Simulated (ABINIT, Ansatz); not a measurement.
Planning a run of ABINIT 10.8.3 on K2H4Pt (I4/mmm). The input:

```
acell 3*1.0 Angstrom
rprim 
  -2.874560180000 2.874560180000 3.861188830000
  2.874560180000 -2.874560180000 3.861188830000
  2.874560180000 2.874560180000 -3.861188830000
ntypat 3
znucl 19 1 78
natom 7
typat 1 1 2 2 2 2 3
xred 
  0.250000000000 0.750000000000 0.500000000000
  0.750000000000 0.250000000000 0.500000000000
  0.202788050000 0.797211950000 0.000000000000
  0.202788050000 0.202788050000 0.405576100000
  0.797211950000 0.202788050000 0.000000000000
  0.797211950000 0.797211950000 0.594423900000
  0.000000000000 0.000000000000 0.000000000000
pp_dirpath "pseudos"
pseudos "K.upf, H.upf, Pt.upf"
ecut 38
ngkpt 2 2 2
nshiftk 1
shiftk 0 0 0
kptopt 1
chksymbreak 0
iscf -2
irdden 1
istwfk *1
nband 249
nbdbuf 22
tolwfr 1e-09
nstep 60
prtvol 0
indata_prefix "in"
outdata_prefix "out"
tmpdata_prefix "tmp"
```

```sh
OMP_NUM_THREADS=1 mpirun -n 4 abinit run.abi > log
```

How long will it take on 4 MPI ranks of Intel Xeon Platinum 8488C (Sapphire Rapids), shared host, and how much memory?

It took 2.7 min; on shared hardware allow 81 s to 5.4 min. Peak host memory was 0.54 GiB.

[Paths, hosts, dates, memory and timing lines, banners, echoed tables and standing remarks are left out of the program output.]

[Logs are printed without paths, hosts, clocks, repeated set-up lines and the standing remarks that a program may print on its own settings, such as how far it seeks lower states.]

[Runs of the session that timed out or met a known fault of the program may be left out.]

[Hosts, paths, dates, database ids (printed as entryN), source tags and the programs' standing remarks are cut or masked in the printed files.]

[G0W0 gaps are taken among the corrected bands and points alone; a level outside them can change the order at an edge.]

[Where Ansatz stands beside ABINIT at settings called matched, ABINIT's density can come from a denser mesh and the files from another edition; pairs whose starting gaps differed by over 0.03 eV were left out, so agreement reads better than it is.]
